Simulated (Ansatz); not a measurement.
## Bi3Ir: relaxing a made-up structure

This structure for Bi3Ir is made up. Its elements were placed in a known structure type with a cell scaled to their sizes. What cell does the guess relax to, and how far off was it?

Calculated with Ansatz 0.2.0; DFT, r2SCAN, plane-wave PAW, files of the set soft_1, scalar-relativistic, no spin, cell and ions relaxed at zero pressure; PAW set soft_1, in the first sound run; inputs show where later runs differ.

### Step 1. Starting point

It takes space group I4/mmm (No. 139, tetragonal). The conventional cell has a = 4.608 Å, b = 4.608 Å, c = 10.849 Å, α = 90.00°, β = 90.00°, γ = 90.00°. Nearest to Bi lie 8 Bi at 3.26 to 3.56 Å and 4 Ir at 3.56 Å. Nearest to Bi lie 4 Ir at 3.26 Å and 8 Bi at 3.56 Å. Ir has 12 Bi at 3.26 to 3.56 Å nearest. Farther neighbours are not listed.

### Step 2. Relaxation of the guess

The guess takes its coordinates from another compound and its volume from a rule, so the cell and any free coordinates are relaxed together.

Input file input.yaml:

```yaml
crystal:
  lattice:
    - [-2.304, 2.304, 5.4245]
    - [2.304, -2.304, 5.4245]
    - [2.304, 2.304, -5.4245]
  atoms:
    - { symbol: Bi, position: [0.75, 0.25, 0.5] }
    - { symbol: Bi, position: [0.25, 0.75, 0.5] }
    - { symbol: Bi, position: [0.5, 0.5, 0.0] }
    - { symbol: Ir, position: [0.0, 0.0, 0.0] }
kpoints:
  mp_grid: { grid: [8, 8, 8] }
scf:
  occupations: { method: fermi_dirac, width: 0.05 }
hamiltonian:
  xc: r2scan
  pseudopotentials: { kind: paw, azcp: { folder: soft_1 } }
relax:
  f_tol: 0.015
  max_steps: 70
  cell: {}
output:
  forces: true
  stress: true
```

The run is started by

```bash
$ ansatz run input.yaml --threads 4 --pin off --max-ram 8192MiB --backend cpu --events-out ev --progress --plain --runs-dir out
```

Numbers of over 12 decimals in the logs are rounded to 6 here.

The log of the run:

```text
Engine: ansatz 0.2.0, aarch64-unknown-linux-gnu
Pseudopotentials: kind: paw
Pseudopotential: Bi, paw, valence charge 15, recommended cutoff 500 eV (meta_gga), soft_1/Bi.paw.azcp
Pseudopotential: Ir, paw, valence charge 17, recommended cutoff 500 eV (meta_gga), soft_1/Ir.paw.azcp
Functional definition: r2SCAN
  parameter k0 = 0.174
  parameter k1 = 0.065
  parameter a1 = 4.9479
  exchange = r2scan_x(k0 = k0, k1 = k1, a1 = a1)
  correlation = r2scan_c
Crystal: 4 atoms, lattice volume = 115.182 Å³
Basis set: ecut = 500 eV, 2975 PW (Γ), exchange–correlation on 192×192×192 points (64 copies of the dense FFT grid, shifted against one another)
Bands: 38, of which v1, the nominal top of the filled ones, is band 31 counted from 1 (30 counted from 0)
Symmetry: 16 space group operations
Space group: I4/mmm (ITA 139), of the structure as read, at distance tolerance 4.9e-5 Å
k-points: 59 of 512
Non-local potential: Bi, projectors of the file, l = 0: 2, l = 1: 2, l = 2: 2, l = 3: 1
Non-local potential: Ir, projectors of the file, l = 0: 3, l = 1: 2, l = 2: 2, l = 3: 1
PAW form: soft (Blöchl's): semilocal exchange-correlation on the pseudo side does not see the compensation charge
PAW frozen core: Bi, regenerated for the run's functional (the file was generated under x = pbe(κ = 0.804, μ = 0.219515), c = pbe(β = 0.066725))
PAW frozen core: Ir, regenerated for the run's functional (the file was generated under x = pbe(κ = 0.804, μ = 0.219515), c = pbe(β = 0.066725))
PAW one-centre angular grid: Bi, 590 points (default); XC on 160 Gauss nodes
PAW one-centre angular grid: Ir, 590 points (default); XC on 160 Gauss nodes
Initial density: superposition of atomic densities (chi_scale 0.1, normalization cell, long waves kept (reshape's long-wave potential 0.00 eV rms))
Initial wavefunctions: pseudopotential atomic-orbital guess
Functional: x = r2scan, c = r2scan; τ floored in thin density (d = 2e-4 eV/Å³)
SCF iter   1: F=—  HF=-49187.933792 eV  |F-HF|=—  |Δ(HF+E_count)|=         —  Δρ=4.95e-2  dr2=8.33e0  dr2_τ=4.30e-1  ethr=3.10e-3  ⟨swp⟩=7.6  Hψ=9409  notcnv=0  defer=1
preconditioner: auto → Kerker (q_TF=auto, 2.461 Å⁻¹)  [metal: Δε(μ)=0.016 eV  Ē_g=17.733 eV  σ=0.050 eV  W_gap=0.08  n_scr=32 (ndim 8)  ℏωp=25.4 eV  f_vac=0.000  D(μ)=2.31/eV (n_scr^D=10)]
SCF iter   2: F=—  HF=-49186.888308 eV  |F-HF|=—  |Δ(HF+E_count)|=    1.05e0  Δρ=2.32e-2  dr2=7.71e-1  dr2_τ=5.15e-1  ethr=3.10e-3  ⟨swp⟩=2.9  Hψ=3526  notcnv=0  defer=68
SCF iter   3: F=—  HF=-49186.908262 eV  |F-HF|=—  |Δ(HF+E_count)|=   2.00e-2  Δρ=9.62e-3  dr2=3.20e-1  dr2_τ=4.77e-3  ethr=1.24e-3  ⟨swp⟩=2.1  Hψ=3176  notcnv=0  defer=57
SCF iter   4: F=—  HF=-49186.903490 eV  |F-HF|=—  |Δ(HF+E_count)|=   4.77e-3  Δρ=9.22e-3  dr2=2.07e-1  dr2_τ=1.51e-2  ethr=5.17e-4  ⟨swp⟩=2.1  Hψ=2946  notcnv=0  defer=56
SCF iter   5: F=—  HF=-49186.893399 eV  |F-HF|=—  |Δ(HF+E_count)|=   1.01e-2  Δρ=4.55e-3  dr2=4.46e-2  dr2_τ=1.78e-4  ethr=3.34e-4  ⟨swp⟩=1.3  Hψ=2695  notcnv=0  defer=55
SCF iter   6: F=—  HF=-49186.890848 eV  |F-HF|=—  |Δ(HF+E_count)|=   2.55e-3  Δρ=7.49e-4  dr2=8.90e-4  dr2_τ=8.12e-5  ethr=7.19e-5  ⟨swp⟩=2.0  Hψ=2518  notcnv=0  defer=55
SCF iter   7: F=—  HF=-49186.891005 eV  |F-HF|=—  |Δ(HF+E_count)|=   1.56e-4  Δρ=1.80e-4  dr2=5.99e-5  dr2_τ=6.98e-7  ethr=1.44e-6  ⟨swp⟩=2.0  Hψ=3969  notcnv=0  defer=55
SCF iter   8: F=—  HF=-49186.890924 eV  |F-HF|=—  |Δ(HF+E_count)|=   8.10e-5  Δρ=6.05e-5  dr2=6.41e-6  dr2_τ=3.02e-7  ethr=9.65e-8  ⟨swp⟩=2.0  Hψ=2910  notcnv=0  defer=55
SCF iter   9: F=—  HF=-49186.890924 eV  |F-HF|=—  |Δ(HF+E_count)|=   3.17e-7  Δρ=3.06e-5  dr2=3.33e-6  dr2_τ=1.65e-7  ethr=1.03e-8  ⟨swp⟩=2.1  Hψ=3154  notcnv=0  defer=55
SCF iter  10: F=—  HF=-49186.890924 eV  |F-HF|=—  |Δ(HF+E_count)|=   2.11e-7  Δρ=7.57e-6  dr2=2.01e-7  dr2_τ=1.32e-9  ethr=5.36e-9  ⟨swp⟩=1.0  Hψ=2186  notcnv=0  defer=55
SCF iter  11: F=-49186.890924 eV  HF=-49186.890924 eV  |F-HF|=7.77e-9  |Δ(HF+E_count)|=   2.13e-9  Δρ=1.70e-6  dr2=1.06e-8  dr2_τ=7.44e-11  ethr=1.61e-10  ⟨swp⟩=4.0  Hψ=6784  notcnv=0
SCF 1 converged in 11 iterations: F = -49186.890924 eV  dr2 = 1.06e-8
  greatest PAW one-centre occupation: 1.000 electrons in one spin orbital (limit 2), on the Ir atom at site 3 (counted from 0), in its partial waves of l = 0
relax step   1: F+E_penalty+E_count = -49186.89092362 eV  Δ(F+E_penalty+E_count) = +0.000e0 eV  max|allowed force component| = 1.388e-17 eV/Å  Δτ_max = 0.0000 Å  P = -7.610 GPa  Ω = 115.182 Å³  (11 SCF iters, dr2 threshold 1.00e-7 eV, accepted)
Crystal: 4 atoms, lattice volume = 101.427 Å³
Basis set: ecut = 500 eV, 2559 PW (Γ), exchange–correlation on 192×192×192 points (64 copies of the dense FFT grid, shifted against one another)
Initial density: handed on by an earlier stage of this run
Initial wavefunctions: those handed on with the density
iter 1 solved again at ethr=2.24e-4 eV; its pass at ethr=3.10e-3 eV (dr2=1.39e-1 eV) is discarded
SCF iter   1: F=—  HF=-49186.547888 eV  |F-HF|=—  |Δ(HF+E_count)|=         —  Δρ=6.06e-3  dr2=1.29e-1  dr2_τ=5.85e-1  ethr=2.24e-4  ⟨swp⟩=1.3  Hψ=13056  notcnv=0
preconditioner: auto → Kerker (q_TF=auto, 2.513 Å⁻¹)  [metal: Δε(μ)=0.019 eV  Ē_g=18.456 eV  σ=0.050 eV  W_gap=0.10  n_scr=32 (ndim 8)  ℏωp=27.1 eV  f_vac=0.000  D(μ)=3.07/eV (n_scr^D=22)]
SCF iter   2: F=—  HF=-49187.262527 eV  |F-HF|=—  |Δ(HF+E_count)|=   7.15e-1  Δρ=2.94e-3  dr2=9.47e-3  dr2_τ=5.66e-3  ethr=2.08e-4  ⟨swp⟩=3.0  Hψ=3478  notcnv=0
SCF iter   3: F=—  HF=-49187.265000 eV  |F-HF|=—  |Δ(HF+E_count)|=   2.47e-3  Δρ=1.54e-3  dr2=6.87e-3  dr2_τ=1.85e-4  ethr=1.53e-5  ⟨swp⟩=2.0  Hψ=2589  notcnv=0
SCF iter   4: F=—  HF=-49187.265303 eV  |F-HF|=—  |Δ(HF+E_count)|=   3.04e-4  Δρ=7.84e-4  dr2=1.05e-3  dr2_τ=7.10e-5  ethr=1.11e-5  ⟨swp⟩=2.0  Hψ=2774  notcnv=0
SCF iter   5: F=—  HF=-49187.265294 eV  |F-HF|=—  |Δ(HF+E_count)|=   9.57e-6  Δρ=2.02e-4  dr2=5.21e-5  dr2_τ=3.72e-6  ethr=1.69e-6  ⟨swp⟩=2.0  Hψ=2546  notcnv=0
SCF iter   6: F=—  HF=-49187.265246 eV  |F-HF|=—  |Δ(HF+E_count)|=   4.79e-5  Δρ=7.21e-5  dr2=8.20e-6  dr2_τ=3.27e-7  ethr=8.40e-8  ⟨swp⟩=2.0  Hψ=2951  notcnv=0
SCF iter   7: F=—  HF=-49187.265251 eV  |F-HF|=—  |Δ(HF+E_count)|=   5.43e-6  Δρ=1.92e-5  dr2=4.81e-7  dr2_τ=1.33e-8  ethr=1.32e-8  ⟨swp⟩=2.0  Hψ=2960  notcnv=0
SCF iter   8: F=-49187.265252 eV  HF=-49187.265252 eV  |F-HF|=1.90e-8  |Δ(HF+E_count)|=   5.53e-7  Δρ=6.11e-6  dr2=3.75e-8  dr2_τ=3.06e-9  ethr=6.45e-10  ⟨swp⟩=4.0  Hψ=6894  notcnv=0
SCF 2 converged in 8 iterations: F = -49187.265252 eV  dr2 = 3.75e-8
[...]
SCF iter   1: F=—  HF=-49187.270502 eV  |F-HF|=—  |Δ(HF+E_count)|=         —  Δρ=2.40e-3  dr2=7.21e-3  dr2_τ=4.31e-2  ethr=1.07e-5  ⟨swp⟩=2.1  Hψ=13045  notcnv=0
preconditioner: auto → Kerker (q_TF=auto, 2.516 Å⁻¹)  [metal: Δε(μ)=0.010 eV  Ē_g=18.438 eV  σ=0.050 eV  W_gap=0.05  n_scr=32 (ndim 8)  ℏωp=27.2 eV  f_vac=0.000  D(μ)=3.09/eV (n_scr^D=30)]
SCF iter   2: F=—  HF=-49187.329127 eV  |F-HF|=—  |Δ(HF+E_count)|=   5.86e-2  Δρ=1.17e-3  dr2=1.73e-3  dr2_τ=6.39e-5  ethr=1.07e-5  ⟨swp⟩=2.0  Hψ=4426  notcnv=0
SCF iter   3: F=—  HF=-49187.329329 eV  |F-HF|=—  |Δ(HF+E_count)|=   2.02e-4  Δρ=5.80e-4  dr2=4.95e-4  dr2_τ=3.21e-5  ethr=2.78e-6  ⟨swp⟩=1.8  Hψ=2369  notcnv=0
SCF iter   4: F=—  HF=-49187.329401 eV  |F-HF|=—  |Δ(HF+E_count)|=   7.21e-5  Δρ=3.49e-4  dr2=2.77e-4  dr2_τ=3.78e-5  ethr=7.99e-7  ⟨swp⟩=2.0  Hψ=2778  notcnv=0
SCF iter   5: F=—  HF=-49187.329283 eV  |F-HF|=—  |Δ(HF+E_count)|=   1.18e-4  Δρ=1.33e-4  dr2=1.44e-5  dr2_τ=3.23e-7  ethr=4.47e-7  ⟨swp⟩=1.5  Hψ=2298  notcnv=0
SCF iter   6: F=—  HF=-49187.329289 eV  |F-HF|=—  |Δ(HF+E_count)|=   6.04e-6  Δρ=3.46e-5  dr2=1.57e-6  dr2_τ=3.10e-8  ethr=2.33e-8  ⟨swp⟩=2.0  Hψ=2956  notcnv=0
SCF iter   7: F=-49187.329290 eV  HF=-49187.329290 eV  |F-HF|=5.04e-8  |Δ(HF+E_count)|=   7.22e-7  Δρ=8.78e-6  dr2=1.07e-7  dr2_τ=3.57e-9  ethr=6.45e-10  ⟨swp⟩=4.0  Hψ=7246  notcnv=0
SCF 3 converged in 7 iterations: F = -49187.329290 eV  dr2 = 1.07e-7
relax step   3: F+E_penalty+E_count = -49187.32928972 eV  Δ(F+E_penalty+E_count) = -6.404e-2 eV  max|allowed force component| = 3.293e-18 eV/Å  Δτ_max = 0.0000 Å  P = +0.425 GPa  Ω = 100.754 Å³  energy of the carried Pulay correction = +1.154e-3 eV  (7 SCF iters, dr2 threshold 4.00e-7 eV, accepted)
[...]
relax step   4: F+E_penalty+E_count = -49187.43867116 eV  Δ(F+E_penalty+E_count) = -1.094e-1 eV  max|allowed force component| = 9.861e-31 eV/Å  Δτ_max = 0.0000 Å  P = +0.390 GPa  Ω = 100.097 Å³  energy of the carried Pulay correction = +1.199e-3 eV  (7 SCF iters, dr2 threshold 4.00e-7 eV, accepted)
[...]
relax step   5: F+E_penalty+E_count = -49187.51485597 eV  Δ(F+E_penalty+E_count) = -7.618e-2 eV  max|allowed force component| = 1.735e-18 eV/Å  Δτ_max = 0.0000 Å  P = +0.277 GPa  Ω = 99.747 Å³  energy of the carried Pulay correction = +1.216e-3 eV  (7 SCF iters, dr2 threshold 4.00e-7 eV, accepted)
[...]
relax step   6: F+E_penalty+E_count = -49187.52679467 eV  Δ(F+E_penalty+E_count) = -1.194e-2 eV  max|allowed force component| = 4.337e-18 eV/Å  Δτ_max = 0.0000 Å  P = +0.012 GPa  Ω = 99.932 Å³  energy of the carried Pulay correction = +1.194e-3 eV  (7 SCF iters, dr2 threshold 4.00e-7 eV, accepted)
[...]
relax step   7: F+E_penalty+E_count = -49187.52687666 eV  Δ(F+E_penalty+E_count) = -8.200e-5 eV  max|allowed force component| = 4.337e-18 eV/Å  Δτ_max = 0.0000 Å  P = +0.018 GPa  Ω = 99.921 Å³  energy of the carried Pulay correction = +1.194e-3 eV  (9 SCF iters, accepted)
Basis set: ecut = 500 eV, 2511 PW (Γ), exchange–correlation on 180×180×180 points (64 copies of the dense FFT grid, shifted against one another)
Initial wavefunctions: pseudopotential atomic-orbital guess (no wavefunctions were taken with the density)
iter 1 solved again at ethr=3.27e-8 eV; its pass at ethr=3.10e-3 eV (dr2=2.03e-5 eV) is discarded
SCF iter   1: F=—  HF=-49187.525608 eV  |F-HF|=—  |Δ(HF+E_count)|=         —  Δρ=2.95e-4  dr2=3.08e-6  dr2_τ=2.32e-5  ethr=3.27e-8  ⟨swp⟩=3.1  Hψ=16213  notcnv=0
preconditioner: auto → Kerker (q_TF=auto, 2.520 Å⁻¹)  [metal: Δε(μ)=0.016 eV  Ē_g=18.514 eV  σ=0.050 eV  W_gap=0.08  n_scr=22 (ndim 8)  ℏωp=27.3 eV  f_vac=0.000  D(μ)=1.80/eV (n_scr^D=10)]
SCF iter   2: F=—  HF=-49187.526221 eV  |F-HF|=—  |Δ(HF+E_count)|=   6.12e-4  Δρ=1.50e-4  dr2=7.70e-7  dr2_τ=7.95e-6  ethr=4.97e-9  ⟨swp⟩=2.0  Hψ=2964  notcnv=0
SCF iter   3: F=—  HF=-49187.526434 eV  |F-HF|=—  |Δ(HF+E_count)|=   2.13e-4  Δρ=8.39e-6  dr2=5.23e-8  dr2_τ=2.02e-8  ethr=1.24e-9  ⟨swp⟩=2.0  Hψ=4052  notcnv=0
SCF iter   4: F=—  HF=-49187.526434 eV  |F-HF|=—  |Δ(HF+E_count)|=   2.29e-7  Δρ=3.32e-6  dr2=7.92e-9  dr2_τ=2.02e-9  ethr=8.44e-11  ⟨swp⟩=2.0  Hψ=2944  notcnv=0
SCF iter   5: F=—  HF=-49187.526434 eV  |F-HF|=—  |Δ(HF+E_count)|=   8.11e-9  Δρ=9.69e-7  dr2=5.77e-10  dr2_τ=6.50e-11  ethr=1.28e-11  ⟨swp⟩=2.0  Hψ=2950  notcnv=0
SCF iter   6: F=—  HF=-49187.526434 eV  |F-HF|=—  |Δ(HF+E_count)|=  8.95e-10  Δρ=3.15e-7  dr2=6.69e-11  dr2_τ=6.26e-12  ethr=1.00e-12  ⟨swp⟩=2.0  Hψ=3029  notcnv=0
SCF iter   7: F=-49187.526434 eV  HF=-49187.526434 eV  |F-HF|=1.46e-11  |Δ(HF+E_count)|=  1.53e-10  Δρ=5.12e-8  dr2=2.14e-12  dr2_τ=9.02e-14  ethr=1.00e-12  ⟨swp⟩=4.0  Hψ=7941  notcnv=0
SCF 8 converged in 7 iterations: F = -49187.526434 eV  dr2 = 2.14e-12
relax step   8: F+E_penalty+E_count = -49187.52643391 eV  Δ(F+E_penalty+E_count) = +4.428e-4 eV  max|allowed force component| = 6.939e-18 eV/Å  Δτ_max = 0.0000 Å  P = +0.022 GPa  Ω = 99.921 Å³  stress off target by 3.21e-2 GPa  SCF on the basis re-selected at this cell (its energy is not comparable with the rows above)  (7 SCF iters)
basis re-selected at this cell: Δ(F+E_penalty+E_count) = +4.428e-4 eV, ΔP = +0.004 GPa vs the last step (what re-selecting the basis moved, of the pressure what is left beyond the Pulay correction that the steps carried, after the strain that the cell walked since its last selection, with what the two solves' SCF thresholds leave and, on support functions, any second-order correction that the steps lacked; it is no measure of the basis error at this ecutwfc). The dense FFT grid was sized anew with the basis: this SCF ran on 45×45×45 points, the steps before it on 48×48×48, so part of this shift can come from that change (see relax.cell in the input reference). [rest of the remark cut]
SCF converged after 7 iterations
Free energy (F): -49187.526434 eV
Harris-Foulkes:  -49187.526434 eV  (|F-HF|=1.46e-11)
Internal energy: -49187.511072 eV  (E = F + TS)
E sigma→0 (E₀):  -49187.518753 eV
Entropy (-TS):   -0.015361 eV (-3.840 meV/atom)
Fermi energy:    14.804009 eV
--- Per-component energies (eV) ---
  E_band       = -404.232983
  E_kinetic    = 1303.392163
  E_local      = -4877.796699  (includes V_loc(G=0)·N_el)
  E_nonlocal   = 1419.102358
  E_hartree    = 1808.274195
  E_xc         = -639.607985
  E_vxc        = -707.131739  (∫ρ·V_xc dr)
  E_paw        = -41356.661675  (= ΣΔE_a)
  E_vpaw       = -1204.267374  (= ΣTr[D̂ρ^β])
  E_aug_tail   = 0.000668  (compensation charges beyond the density's cutoff)
  E_vtau       = 45.919232  (kinetic-family band-sum trace: ∫τ·v_τ [+ j·A + Jᵃ·Aᵃ] dr)
  E_ewald      = -6846.523143
  E_core_change = 2.309044  (= ΣΔE_core)
  E_smearing   = -0.015361  (= −TS)
  E_closure    = -0.000000  (closes the sum)
  Σ components = -49187.526434   (vs F -49187.526434, Δ=0.00e0)
--- Forces (eV/Å), atoms counted from 1 ---
  atom   1  Bi    -0.00000000    -0.00000000     0.00000000
  atom   2  Bi     0.00000000    -0.00000000     0.00000000
  atom   3  Bi    -0.00000000     0.00000000     0.00000000
  atom   4  Ir    -0.00000000     0.00000000    -0.00000000
  max |Σ_I F_I| component: 1.39e-17 eV/Å
--- Stress (GPa, compression-positive) ---
        0.032148       0.000000       0.000000
        0.000000       0.032148      -0.000000
        0.000000      -0.000000       0.000727
  P = ⅓ Tr σ = 0.0217 GPa (0.217 kbar)
--- Relaxed structure (7 steps of the walk, 7 accepted, 1 SCFs on fresh bases) ---
  F+E_penalty+E_count = -49187.52643391 eV   max|allowed force component| = 6.939e-18 eV/Å   (the final SCF, on the basis selected at the relaxed cell)
  cell:  # Å, volume = 99.9213 Å³
    - [-2.398667, 2.398667, 4.341684]
    - [2.398667, -2.398667, 4.341684]
    - [2.398667, 2.398667, -4.341684]
  atoms:
    - { symbol: Bi, position: [0.750000, 0.250000, 0.500000] }
    - { symbol: Bi, position: [0.250000, 0.750000, 0.500000] }
    - { symbol: Bi, position: [0.5, 0.5, 0] }
    - { symbol: Ir, position: [0, 0, 0] }
```

It took 42 s on 4 threads of Arm Neoverse V2, shared host; peak memory 1.1 GiB.

Relaxation path:

| step | energy less that of the first step (eV) | largest force component (eV/Å) | pressure (GPa) | volume (Å³) |
| --- | --- | --- | --- | --- |
| 1 | 0.0000 | 0.0000 | -7.61 | 115.18 |
| 2 | -0.3743 | 0.0000 | 0.28 | 101.43 |
| 3 | -0.4384 | 0.0000 | 0.42 | 100.75 |
| 4 | -0.5477 | 0.0000 | 0.39 | 100.10 |
| 5 | -0.6239 | 0.0000 | 0.28 | 99.75 |
| 6 | -0.6359 | 0.0000 | 0.01 | 99.93 |
| 7 | -0.6360 | 0.0000 | 0.02 | 99.92 |
| 8* | -0.6355 | 0.0000 | 0.02 | 99.92 |

Relaxation steps marked * repeat the geometry before them on a plane-wave basis chosen anew for their cell, so energy and pressure can jump there.

Forces are held to the 16 operations that the run works with; a distortion that breaks them can't arise in this run.

```csv
cell as run,before,after,change
a (Å),6.328,5.510,-12.9 %
b (Å),6.328,5.510,-12.9 %
c (Å),6.328,5.510,-12.9 %
α (°),137.30,128.38,-6.5 %
β (°),137.30,128.38,-6.5 %
γ (°),61.98,76.00,+22.6 %
volume (Å³/atom),28.80,24.98,-13.2 %
```

Final coordinates:

```xyz
4
Lattice="-2.3987 2.3987 4.3417 2.3987 -2.3987 4.3417 2.3987 2.3987 -4.3417" Properties=species:S:1:pos:R:3 pbc="T T T"
Bi    0.0000    2.3987    2.1708
Bi    2.3987    0.0000    2.1708
Bi    0.0000    0.0000    4.3417
Ir    0.0000    0.0000    0.0000
```

This step gave:

* free energy: -49187.5264 eV
* energy at zero smearing: -49187.5188 eV
* smearing term TS: 0.01536 eV
* Fermi energy: 14.80 eV
* electrons: 62
* symmetry operations: 16
* pressure: 0.02167 GPa

Shortest distances by pair of elements, guess and relaxed (not always the same contact):

```csv
pair,guess (Å),relaxed (Å)
Bi–Bi,3.258,3.235
Bi–Ir,3.258,3.235
Ir–Ir,4.608,4.797
```

The relaxation ends with a pressure of 0.02 GPa.

(Part 1 of 2 ends here.)

[Logs are printed without paths, hosts, clocks, repeated set-up lines and the standing remarks that a program may print on its own settings, such as how far it seeks lower states.]

[Hosts, paths, dates, database ids (printed as entryN), source tags and the programs' standing remarks are cut or masked in the printed files.]
